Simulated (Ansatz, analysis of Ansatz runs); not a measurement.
**A hop of H in Na2WO4 (Fd-3m), charge +1**

How high is the barrier when H changes place in Na2WO4 (Fd-3m)? The case: H turning about O, charge +1, in a cell of 56 host atoms with 1 H put in.

Main program and level: Ansatz 0.2.0; plane-wave PAW DFT, PBEsol; nudged elastic band between two relaxed defect structures at fixed charge in a uniform background.

### 1. Starting point

The cell holds 57 atoms: 16 Na, 8 W, 32 O and 1 H. Cell: a = 9.109 Å, b = 9.109 Å, c = 9.109 Å, α = 90.0°, β = 90.0°, γ = 90.0°. It derives from Na2WO4 (space group Fd-3m). Nearest the centre at fractional (0.425, 0.425, 0.464): H57 at 0.50 Å, O53 at 0.86 Å, W24 at 1.02 Å, O47 at 2.22 Å, O42 at 2.22 Å, O52 at 2.53 Å, Na5 at 2.88 Å, Na1 at 2.88 Å. The cell carries charge +1.

The cell's shortest repeat is 9.1 Å.

### 2. Relaxation of the start point, charge +1

The ends come first: from an unrelaxed start the top is counted from too high an energy, and the barrier comes out too low. Small random displacements break the symmetry of the ideal sites, so that the defect can distort if it gains by it. The charge of +1 is set by the electron count, and a uniform background keeps the cell neutral.

qp1_c56k1.start/input.yaml

```yaml
crystal:
  lattice:
    - [9.10910604, 0.0, 0.0]
    - [0.0, 9.10910604, 0.0]
    - [0.0, 0.0, 9.10910604]
  atoms:
    - { symbol: Na, position: [0.125, 0.375, 0.375] }
    - { symbol: Na, position: [0.125, 0.875, 0.875] }
    - { symbol: Na, position: [0.625, 0.375, 0.875] }
    - { symbol: Na, position: [0.625, 0.875, 0.375] }
    - { symbol: Na, position: [0.375, 0.125, 0.375] }
    - { symbol: Na, position: [0.375, 0.625, 0.875] }
    - { symbol: Na, position: [0.875, 0.125, 0.875] }
    - { symbol: Na, position: [0.875, 0.625, 0.375] }
    - { symbol: Na, position: [0.375, 0.375, 0.125] }
    - { symbol: Na, position: [0.375, 0.875, 0.625] }
    - { symbol: Na, position: [0.875, 0.375, 0.625] }
    - { symbol: Na, position: [0.875, 0.875, 0.125] }
    - { symbol: Na, position: [0.125, 0.125, 0.125] }
    - { symbol: Na, position: [0.125, 0.625, 0.625] }
    - { symbol: Na, position: [0.625, 0.125, 0.625] }
    - { symbol: Na, position: [0.625, 0.625, 0.125] }
    - { symbol: W, position: [0.25, 0.25, 0.75] }
    - { symbol: W, position: [0.25, 0.75, 0.25] }
    - { symbol: W, position: [0.75, 0.25, 0.25] }
    - { symbol: W, position: [0.75, 0.75, 0.75] }
    - { symbol: W, position: [0.0, 0.0, 0.5] }
    - { symbol: W, position: [0.0, 0.5, 0.0] }
    - { symbol: W, position: [0.5, 0.0, 0.0] }
    - { symbol: W, position: [0.5, 0.5, 0.5] }
    - { symbol: O, position: [0.36328797, 0.13671203, 0.63671203] }
    - { symbol: O, position: [0.36328797, 0.63671203, 0.13671203] }
    - { symbol: O, position: [0.86328797, 0.13671203, 0.13671203] }
    - { symbol: O, position: [0.86328797, 0.63671203, 0.63671203] }
    - { symbol: O, position: [0.13671203, 0.36328797, 0.63671203] }
    - { symbol: O, position: [0.13671203, 0.86328797, 0.13671203] }
    - { symbol: O, position: [0.63671203, 0.36328797, 0.13671203] }
    - { symbol: O, position: [0.63671203, 0.86328797, 0.63671203] }
    - { symbol: O, position: [0.13671203, 0.13671203, 0.86328797] }
    - { symbol: O, position: [0.13671203, 0.63671203, 0.36328797] }
    - { symbol: O, position: [0.63671203, 0.13671203, 0.36328797] }
    - { symbol: O, position: [0.63671203, 0.63671203, 0.86328797] }
    - { symbol: O, position: [0.36328797, 0.36328797, 0.86328797] }
    - { symbol: O, position: [0.36328797, 0.86328797, 0.36328797] }
    - { symbol: O, position: [0.86328797, 0.36328797, 0.36328797] }
    - { symbol: O, position: [0.86328797, 0.86328797, 0.86328797] }
    - { symbol: O, position: [0.38671203, 0.11328797, 0.11328797] }
    - { symbol: O, position: [0.38671203, 0.61328797, 0.61328797] }
    - { symbol: O, position: [0.88671203, 0.11328797, 0.61328797] }
    - { symbol: O, position: [0.88671203, 0.61328797, 0.11328797] }
    - { symbol: O, position: [0.11328797, 0.38671203, 0.11328797] }
    - { symbol: O, position: [0.11328797, 0.88671203, 0.61328797] }
    - { symbol: O, position: [0.61328797, 0.38671203, 0.61328797] }
    - { symbol: O, position: [0.61328797, 0.88671203, 0.11328797] }
    - { symbol: O, position: [0.11328797, 0.11328797, 0.38671203] }
    - { symbol: O, position: [0.11328797, 0.61328797, 0.88671203] }
    - { symbol: O, position: [0.61328797, 0.11328797, 0.88671203] }
    - { symbol: O, position: [0.61328797, 0.61328797, 0.38671203] }
    - { symbol: O, position: [0.38671203, 0.38671203, 0.38671203] }
    - { symbol: O, position: [0.38671203, 0.88671203, 0.88671203] }
    - { symbol: O, position: [0.88671203, 0.38671203, 0.88671203] }
    - { symbol: O, position: [0.88671203, 0.88671203, 0.38671203] }
    - { symbol: H, position: [0.385887, 0.463806, 0.463806] }
total_charge: 1
basis:
  ecutwfc: 420
  xc_grid: 2
hamiltonian:
  xc: pbesol
kpoints:
  mp_grid: { grid: [1, 1, 1] }
scf:
  occupations: { method: fixed }
  max_iter: 150
output:
  forces: true
relax:
  f_tol: 0.02
  max_steps: 70
  random_displacement: { amplitude: 0.03, seed: 1157 }
```

Command:

```bash
> ansatz run input.yaml --threads 32 --pin off --max-ram 84787MiB --backend cuda --events-out ev --progress --plain --runs-dir out --max-vram 78GiB
```

Numbers of over 12 decimals in the logs are rounded to 6 here.

The log of the run:

```text
[... repeated set-up lines and file paths are left out, and long positions are rounded to six places ...]
The last accepted step is kept in <dir> (removed where the run ends without a failure and the disk answers)
Engine: ansatz 0.2.0, aarch64-unknown-linux-gnu
Pseudopotentials: kind: paw
Pseudopotential: Na, paw, valence charge 9, recommended cutoff 420 eV (normal), Na.paw.azcp
Pseudopotential: W, paw, valence charge 14, recommended cutoff 420 eV (normal), W.paw.azcp
Pseudopotential: O, paw, valence charge 6, recommended cutoff 420 eV (normal), O.paw.azcp
Pseudopotential: H, paw, valence charge 1, recommended cutoff 420 eV (normal), H.paw.azcp
Functional definition: PBEsol
  exchange = pbesol_x
  correlation = pbesol_c
[...]
Crystal: 57 atoms, lattice volume = 755.835 Å³
Basis set: ecut = 420 eV, 14771 PW (Γ), exchange–correlation on 128×128×128 points (8 copies of the dense FFT grid, shifted against one another)
Bands: 281, of which v1, the nominal top of the filled ones, is band 224 counted from 1 (223 counted from 0)
Symmetry: 1 space group operations
k-points: 1
Non-local potential: Na, projectors of the file, l = 0: 3, l = 1: 2, l = 2: 1
Non-local potential: W, projectors of the file, l = 0: 3, l = 1: 2, l = 2: 2, l = 3: 1
Non-local potential: O, projectors of the file, l = 0: 2, l = 1: 2, l = 2: 1
Non-local potential: H, projectors of the file, l = 0: 2, l = 1: 1
PAW form: soft (Blöchl's): semilocal exchange-correlation on the pseudo side does not see the compensation charge
PAW frozen core: Na, regenerated for the run's functional, and the local potential with it (the file was generated under x = pbe(κ = 0.804, μ = 0.219515), c = pbe(β = 0.066725))
PAW frozen core: W, regenerated for the run's functional, and the local potential with it (the file was generated under x = pbe(κ = 0.804, μ = 0.219515), c = pbe(β = 0.066725))
PAW frozen core: O, regenerated for the run's functional, and the local potential with it (the file was generated under x = pbe(κ = 0.804, μ = 0.219515), c = pbe(β = 0.066725))
PAW one-centre angular grid: Na, 110 points (default); XC on 64 Gauss nodes
PAW one-centre angular grid: W, 590 points (default); XC on 64 Gauss nodes
PAW one-centre angular grid: O, 110 points (default); XC on 64 Gauss nodes
PAW one-centre angular grid: H, 110 points (default); XC on 64 Gauss nodes
Initial density: superposition of atomic densities (neutral atoms scaled as one to the charged cell's electrons: chi_scale 0, normalization atom), corrected by the library's trained network
Initial wavefunctions: pseudopotential atomic-orbital guess
[...]
Functional: x = pbesol(κ = 0.804, μ = 0.123457), c = pbesol(β = 0.046)
SCF iter   1: F=—  HF=-123666.299938 eV  |F-HF|=—  |Δ(HF+E_count)|=         —  Δρ=1.63e-2  dr2=2.76e0  ethr=1.77e-3  ⟨swp⟩=5.0  Hψ=805  notcnv=0  defer=55
preconditioner: auto → Resta (q_TF=auto, 2.501 Å⁻¹)  ε∞=3.4  [insulator: Δε(μ)=2.784 eV  Ē_g=16.273 eV  n_scr=202 (ndim 8)  ℏωp=25.3 eV  f_vac=0.048  ε∞_Penn≈3.4]
SCF iter   2: F=—  HF=-123665.721230 eV  |F-HF|=—  |Δ(HF+E_count)|=   5.79e-1  Δρ=7.98e-3  dr2=6.30e-1  ethr=6.17e-4  ⟨swp⟩=3.0  Hψ=445  notcnv=0  defer=55
[...]
SCF iter   9: F=-123665.542810 eV  HF=-123665.542811 eV  |F-HF|=8.01e-7  |Δ(HF+E_count)|=   6.90e-6  Δρ=3.13e-5  dr2=7.32e-6  ethr=2.23e-9  ⟨swp⟩=5.0  Hψ=868  notcnv=0
SCF 1 converged in 9 iterations: F = -123665.542810 eV  dr2 = 7.32e-6
  greatest PAW one-centre occupation: 1.000 electrons in one spin orbital (limit 2), on the W atom at site 16 (counted from 0), in its partial waves of l = 0
relax step   1: F+E_penalty+E_count = -123665.54281021 eV  Δ(F+E_penalty+E_count) = +0.000e0 eV  max|allowed force component| = 2.796e1 eV/Å  Δτ_max = 0.0000 Å  (9 SCF iters, dr2 threshold 1.00e-5 eV, accepted)
[... the SCF cycles and remarks between the steps are left out from here to the last step ...]
relax step   2: F+E_penalty+E_count = -123671.73163869 eV  Δ(F+E_penalty+E_count) = -6.189e0 eV  max|allowed force component| = 1.014e1 eV/Å  Δτ_max = 0.1971 Å  (7 SCF iters, dr2 threshold 1.00e-4 eV, accepted)
relax step   5: F+E_penalty+E_count = -123674.69895812 eV  Δ(F+E_penalty+E_count) = -5.147e-1 eV  max|allowed force component| = 1.252e0 eV/Å  Δτ_max = 0.1949 Å  (6 SCF iters, dr2 threshold 1.00e-4 eV, accepted)
relax step   8: F+E_penalty+E_count = -123675.05595362 eV  Δ(F+E_penalty+E_count) = -1.956e-2 eV  max|allowed force component| = 1.703e-1 eV/Å  Δτ_max = 0.0414 Å  (5 SCF iters, dr2 threshold 1.00e-4 eV, accepted)
relax step  11: F+E_penalty+E_count = -123675.23697979 eV  Δ(F+E_penalty+E_count) = -7.319e-2 eV  max|allowed force component| = 2.813e-1 eV/Å  Δτ_max = 0.1945 Å  (6 SCF iters, dr2 threshold 8.54e-5 eV, accepted)
relax step  14: F+E_penalty+E_count = -123675.29185969 eV  Δ(F+E_penalty+E_count) = -3.493e-3 eV  max|allowed force component| = 2.535e-1 eV/Å  Δτ_max = 0.0846 Å  (10 SCF iters, accepted)
[...]
SCF 16 converged in 8 iterations: F = -123675.304311 eV  dr2 = 7.75e-8
[...]
relax step  17: F+E_penalty+E_count = -123675.30433367 eV  Δ(F+E_penalty+E_count) = -2.217e-5 eV  max|allowed force component| = 6.805e-2 eV/Å  Δτ_max = 0.0055 Å  (7 SCF iters, accepted)
[...]
SCF 19 converged in 4 iterations: F = -123675.304510 eV  dr2 = 6.71e-8
[...]
atoms:
    - { symbol: Na, position: [0.096240, 0.374850, 0.348864] }
    - { symbol: Na, position: [0.127448, 0.875674, 0.873233] }
    - { symbol: Na, position: [0.630984, 0.376595, 0.879995] }
    - { symbol: Na, position: [0.627669, 0.880054, 0.374670] }
    - { symbol: Na, position: [0.373505, 0.113738, 0.371717] }
    - { symbol: Na, position: [0.378621, 0.629223, 0.883039] }
    - { symbol: Na, position: [0.875766, 0.126253, 0.874790] }
    - { symbol: Na, position: [0.877140, 0.632199, 0.374344] }
    - { symbol: Na, position: [0.372631, 0.372571, 0.120151] }
    - { symbol: Na, position: [0.380877, 0.879089, 0.629054] }
    - { symbol: Na, position: [0.883484, 0.378219, 0.623823] }
    - { symbol: Na, position: [0.876742, 0.876816, 0.123629] }
    - { symbol: Na, position: [0.126145, 0.121566, 0.120740] }
    - { symbol: Na, position: [0.125703, 0.633132, 0.622654] }
    - { symbol: Na, position: [0.634113, 0.123709, 0.626920] }
    - { symbol: Na, position: [0.628405, 0.627915, 0.121556] }
    - { symbol: W, position: [0.259363, 0.249399, 0.747150] }
    - { symbol: W, position: [0.251338, 0.746553, 0.251335] }
    - { symbol: W, position: [0.743750, 0.253355, 0.251165] }
    - { symbol: W, position: [0.754916, 0.752422, 0.749961] }
    - { symbol: W, position: [0.003656, 0.004466, 0.497278] }
    - { symbol: W, position: [0.002883, 0.500438, -0.006294] }
    - { symbol: W, position: [0.502075, 0.001102, 0.001343] }
    - { symbol: W, position: [0.505921, 0.506738, 0.508939] }
    - { symbol: O, position: [0.375659, 0.134456, 0.641352] }
    - { symbol: O, position: [0.365625, 0.631259, 0.141080] }
    - { symbol: O, position: [0.860685, 0.142797, 0.139164] }
    - { symbol: O, position: [0.866906, 0.638486, 0.635619] }
    - { symbol: O, position: [0.165499, 0.365026, 0.613009] }
    - { symbol: O, position: [0.139954, 0.860509, 0.137016] }
    - { symbol: O, position: [0.628697, 0.366757, 0.139779] }
    - { symbol: O, position: [0.641585, 0.864408, 0.635531] }
    - { symbol: O, position: [0.137698, 0.142547, 0.856026] }
    - { symbol: O, position: [0.138005, 0.632365, 0.364333] }
    - { symbol: O, position: [0.630482, 0.141484, 0.365919] }
    - { symbol: O, position: [0.641396, 0.639343, 0.863057] }
    - { symbol: O, position: [0.369491, 0.363435, 0.860803] }
    - { symbol: O, position: [0.364995, 0.857602, 0.366236] }
    - { symbol: O, position: [0.852371, 0.369792, 0.365619] }
    - { symbol: O, position: [0.868260, 0.866161, 0.862773] }
    - { symbol: O, position: [0.387491, 0.114517, 0.113623] }
    - { symbol: O, position: [0.401780, 0.621668, 0.623569] }
    - { symbol: O, position: [0.892292, 0.119120, 0.610992] }
    - { symbol: O, position: [0.890983, 0.611450, 0.110414] }
    - { symbol: O, position: [0.116368, 0.384154, 0.103699] }
    - { symbol: O, position: [0.118226, 0.892106, 0.610026] }
    - { symbol: O, position: [0.620280, 0.395281, 0.618036] }
    - { symbol: O, position: [0.614764, 0.887831, 0.115293] }
    - { symbol: O, position: [0.116065, 0.118280, 0.382915] }
    - { symbol: O, position: [0.117341, 0.612689, 0.880525] }
    - { symbol: O, position: [0.615424, 0.114468, 0.888360] }
    - { symbol: O, position: [0.612121, 0.611942, 0.386121] }
    - { symbol: O, position: [0.365534, 0.385748, 0.415553] }
    - { symbol: O, position: [0.388366, 0.888193, 0.888279] }
    - { symbol: O, position: [0.889950, 0.387579, 0.879884] }
    - { symbol: O, position: [0.889086, 0.891035, 0.385531] }
    - { symbol: H, position: [0.283003, 0.373855, 0.496452] }
```

Wall time 10 s (1 × NVIDIA GB200 with 32 threads of Arm Neoverse V2, shared host); peak memory 0.93 GiB.

The steps of the relaxation:

| step | energy less that of the first step (eV) | largest force component (eV/Å) |
| --- | --- | --- |
| 1 | 0.0000 | 27.9557 |
| 2 | -6.1888 | 10.1354 |
| 3 | -8.0282 | 4.5204 |
| 4 | -8.6415 | 2.9412 |
| 5 | -9.1561 | 1.2517 |
| 6 | -9.3913 | 0.9107 |
| 7 | -9.4936 | 0.7143 |
| 8 | -9.5131 | 0.1703 |
| 9 | -9.5460 | 0.2211 |
| 10 | -9.6210 | 0.2923 |
| 11 | -9.6942 | 0.2813 |
| 12 | -9.7456 | 0.1993 |
| 13 | -9.6809 | 0.6462 |
| 14 | -9.7490 | 0.2535 |
| 15 | -9.7607 | 0.0501 |
| 16 | -9.7615 | 0.0350 |
| 17 | -9.7615 | 0.0681 |
| 18 | -9.7617 | 0.0126 |
| 19 | -9.7617 | 0.0125 |

Relaxation step 13 was tried and not accepted.

The atoms that moved most (Å, from the sites as typed, ahead of the random displacement, the mean shift of all atoms taken out):

| atom | dx | dy | dz | length |
| --- | --- | --- | --- | --- |
| H57 | -0.940 | -0.819 | 0.297 | 1.282 |
| Na1 | -0.265 | -0.001 | -0.239 | 0.357 |
| O29 | 0.259 | 0.016 | -0.216 | 0.338 |
| O53 | -0.196 | -0.009 | 0.262 | 0.328 |
| O42 | 0.134 | 0.077 | 0.093 | 0.180 |
| O39 | -0.103 | 0.059 | 0.021 | 0.120 |
| O25 | 0.110 | -0.020 | 0.042 | 0.119 |
| W24 | 0.051 | 0.062 | 0.081 | 0.114 |

Neighbours of H57 at the end:

| atom | distance (Å) |
| --- | --- |
| O53 | 1.058 |
| O29 | 1.510 |
| Na1 | 2.168 |
| W24 | 2.367 |
| W17 | 2.559 |
| O25 | 2.685 |
| Na5 | 2.754 |
| O42 | 2.758 |

This step gave:

```
free energy                                                                                       : -123675.3045 eV
r.m.s. move of the farther half of the atoms                                                      : 0.03969 Å
largest move from the ideal geometry of this structure, a common shift of the far atoms taken out : 1.312 Å
```

The relaxation gained 9.762 eV and ended with a largest force component of 0.012 eV/Å.

### 3. Relaxation of the end point, charge +1

The end point is relaxed in the same cell and settings, so that the two energies compare. Atoms more than 3.2 Å from the middle of the hop start where the first relaxation left them, the nearer ones on or close to their ideal places, with small random displacements.

qp1_c56k1.end/input.yaml

```yaml
crystal:
  lattice:
    - [9.10910604, 0.0, 0.0]
    - [0.0, 9.10910604, 0.0]
    - [0.0, 0.0, 9.10910604]
  atoms:
    - { symbol: Na, position: [0.125, 0.375, 0.375] }
    - { symbol: Na, position: [0.12429485, 0.87340258, 0.87460279] }
[... 2 atom lines left out ...]
    - { symbol: Na, position: [0.375, 0.125, 0.375] }
[... 3 atom lines left out ...]
    - { symbol: Na, position: [0.375, 0.375, 0.125] }
[... 14 atom lines left out ...]
    - { symbol: W, position: [0.5, 0.5, 0.5] }
    - { symbol: O, position: [0.36328797, 0.13671203, 0.63671203] }
[... 3 atom lines left out ...]
    - { symbol: O, position: [0.13671203, 0.36328797, 0.63671203] }
[... 5 atom lines left out ...]
    - { symbol: O, position: [0.62732869, 0.139213, 0.36728917] }
[... 6 atom lines left out ...]
    - { symbol: O, position: [0.38671203, 0.61328797, 0.61328797] }
[... 4 atom lines left out ...]
    - { symbol: O, position: [0.61328797, 0.38671203, 0.61328797] }
[... 4 atom lines left out ...]
    - { symbol: O, position: [0.61328797, 0.61328797, 0.38671203] }
    - { symbol: O, position: [0.38671203, 0.38671203, 0.38671203] }
[... 3 atom lines left out ...]
    - { symbol: H, position: [0.463806, 0.385887, 0.463806] }
total_charge: 1
basis:
  ecutwfc: 420
  xc_grid: 2
hamiltonian:
  xc: pbesol
kpoints:
  mp_grid: { grid: [1, 1, 1] }
scf:
  occupations: { method: fixed }
  max_iter: 150
output:
  forces: true
relax:
  f_tol: 0.02
  max_steps: 70
  random_displacement: { amplitude: 0.01, seed: 1157 }
```

The log of the run:

```text
[...]
Crystal: 57 atoms, lattice volume = 755.835 Å³
Basis set: ecut = 420 eV, 14771 PW (Γ), exchange–correlation on 128×128×128 points (8 copies of the dense FFT grid, shifted against one another)
Bands: 281, of which v1, the nominal top of the filled ones, is band 224 counted from 1 (223 counted from 0)
Symmetry: 1 space group operations
k-points: 1
[...]
SCF iter   1: F=—  HF=-123666.394871 eV  |F-HF|=—  |Δ(HF+E_count)|=         —  Δρ=1.63e-2  dr2=2.69e0  ethr=1.77e-3  ⟨swp⟩=5.0  Hψ=810  notcnv=0  defer=51
[...]
SCF iter   2: F=—  HF=-123665.845992 eV  |F-HF|=—  |Δ(HF+E_count)|=   5.49e-1  Δρ=8.03e-3  dr2=6.05e-1  ethr=6.01e-4  ⟨swp⟩=3.0  Hψ=432  notcnv=0  defer=54
[...]
SCF iter   9: F=-123665.677681 eV  HF=-123665.677683 eV  |F-HF|=2.25e-6  |Δ(HF+E_count)|=   6.30e-6  Δρ=3.23e-5  dr2=8.00e-6  ethr=2.23e-9  ⟨swp⟩=5.0  Hψ=822  notcnv=0
SCF 1 converged in 9 iterations: F = -123665.677681 eV  dr2 = 8.00e-6
[...]
- { symbol: W, position: [0.250780, 0.250562, 0.747176] }
    - { symbol: W, position: [0.250592, 0.742974, 0.253942] }
    - { symbol: W, position: [0.746510, 0.258662, 0.250111] }
    - { symbol: W, position: [0.749450, 0.754177, 0.753062] }
    - { symbol: W, position: [-0.006857, 0.002112, 0.501077] }
    - { symbol: W, position: [0.000755, 0.501342, 0.001736] }
    - { symbol: W, position: [0.496692, 0.002912, 0.005073] }
    - { symbol: W, position: [0.508381, 0.505171, 0.507392] }
    - { symbol: O, position: [0.363756, 0.137236, 0.632972] }
    - { symbol: O, position: [0.365321, 0.629693, 0.142059] }
    - { symbol: O, position: [0.855416, 0.137006, 0.143286] }
    - { symbol: O, position: [0.862566, 0.640647, 0.640019] }
    - { symbol: O, position: [0.140478, 0.364856, 0.631927] }
    - { symbol: O, position: [0.138613, 0.859937, 0.143389] }
    - { symbol: O, position: [0.640715, 0.374924, 0.135155] }
    - { symbol: O, position: [0.635136, 0.866163, 0.639106] }
[...]
- { symbol: O, position: [0.414938, 0.364751, 0.386497] }
    - { symbol: O, position: [0.384932, 0.888354, 0.891641] }
    - { symbol: O, position: [0.887692, 0.387639, 0.888812] }
    - { symbol: O, position: [0.879343, 0.889163, 0.388204] }
    - { symbol: H, position: [0.495882, 0.282113, 0.374688] }
```

The job ended after 7 s (1 × NVIDIA GB200 with 32 threads; peak memory 1 GiB).

Step by step:

| step | energy less that of the first step (eV) | largest force component (eV/Å) |
| --- | --- | --- |
| 1 | 0.0000 | 31.4843 |
| 2 | -6.2144 | 10.1313 |
| 3 | -8.0342 | 4.3554 |
| 4 | -8.5843 | 2.9388 |
| 5 | -9.0415 | 1.4515 |
| 6 | -9.3367 | 0.6699 |
| 7 | -9.4644 | 0.4360 |
| 8 | -9.5566 | 0.2050 |
| 9 | -9.6126 | 0.2821 |
| 10 | -9.6229 | 0.1338 |
| 11 | -9.6256 | 0.1661 |
| 12 | -9.6264 | 0.0572 |
| 13 | -9.6268 | 0.0110 |

The atoms that moved most (Å, from the sites as typed, ahead of the random displacement):

| atom | dx | dy | dz | length |
| --- | --- | --- | --- | --- |
| H57 | 0.291 | -0.945 | -0.812 | 1.280 |
| Na5 | -0.244 | -0.270 | 0.003 | 0.364 |
| O53 | 0.256 | -0.200 | -0.002 | 0.325 |
| O35 | -0.137 | 0.233 | -0.014 | 0.271 |
| O47 | 0.087 | 0.130 | 0.082 | 0.177 |
| O31 | 0.137 | 0.095 | -0.055 | 0.176 |
| W24 | 0.075 | 0.047 | 0.067 | 0.111 |
| O52 | 0.038 | 0.056 | 0.084 | 0.107 |

Neighbours of H57 at the end:

| atom | distance (Å) |
| --- | --- |
| O53 | 1.059 |
| O35 | 1.508 |
| Na5 | 2.168 |
| W24 | 2.367 |
| W19 | 2.558 |
| O31 | 2.686 |
| Na9 | 2.756 |
| O47 | 2.757 |

Numbers from this step:

* free energy: -123675.3045 eV
* r.m.s. move of the farther half of the atoms: 0.04280 Å
* largest move from the ideal geometry of this structure, a common shift of the far atoms taken out: 1.312 Å

The relaxation gained 9.627 eV and ended with a largest force component of 0.011 eV/Å. The end lies within 1 meV of the start.

(Continued in part 2 of 2.)

[Logs are printed without paths, hosts, clocks, repeated set-up lines and the standing remarks that a program may print on its own settings, such as how far it seeks lower states.]

[Hosts, paths, dates, database ids (printed as entryN), source tags and the programs' standing remarks are cut or masked in the printed files.]
